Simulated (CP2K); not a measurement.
Consider 2-butyne at its PBE geometry (Å).

```xyz
10

C     2.0486   -0.1025   -0.2337
C     0.6028   -0.0310   -0.0682
C    -0.6020    0.0311    0.0683
C    -2.0483    0.1025    0.2341
H     2.5017    0.9000   -0.2156
H     2.3175   -0.5714   -1.1920
H     2.5139   -0.6934    0.5690
H    -2.5712   -0.3307   -0.6317
H    -2.3878    1.1434    0.3411
H    -2.3753   -0.4480    1.1287
```

Method: CP2K XAS_TDP, all-electron GAPW, PBEh(45%), aug-cc-pVDZ, TDA, GW2X-corrected core level, no relativity.

**Question.** Where do the C K-edge lines lie, and how strong are they?

Leading lines: C1 291.32 eV and C2 288.39 eV. The leading line of an atom is its first one with 35 % of the strongest within 2.5 eV of its lowest line over the strength cut. Core ionisation energies at this level: C1 292.80 and C2 291.56 eV.

The first six lines of each atom with a strength over 0.0015:

```csv
atom,energy (eV),states,"strength, one atom",above the computed threshold
"C1 (bonded to C and 3 H), 2 alike",290.74,1,0.0024,
,291.32,2,0.0354,
,292.30,2,0.0034,
,293.15,2,0.0016,yes
,293.50,1,0.0111,yes
,293.74,1,0.0023,yes
"C2 (bonded to 2 C), 2 alike",288.39,2,0.0986,
,291.74,2,0.0024,yes
,292.45,1,0.0016,yes
,292.61,2,0.0049,yes
,292.70,1,0.0029,yes
,293.18,1,0.0016,yes
```

Lines are vertical, at one geometry, with no vibrational structure. GW2X ionisation energies and lines can be off by 1 to 2 eV either way, and a good line position may hide errors that cancel. These values hold no scalar relativity, about 0.1 eV for C 1s. Rydberg lines, and the discretised continuum above threshold, depend on the basis and the box.

[Banner, clock and machine lines of the logs are left out without a mark of their own.]

[Logs are printed without paths, hosts, clocks, repeated set-up lines and the standing remarks that a program may print on its own settings, such as how far it seeks lower states.]

[Hosts, paths, dates, database ids (printed as entryN), source tags and the programs' standing remarks are cut or masked in the printed files.]
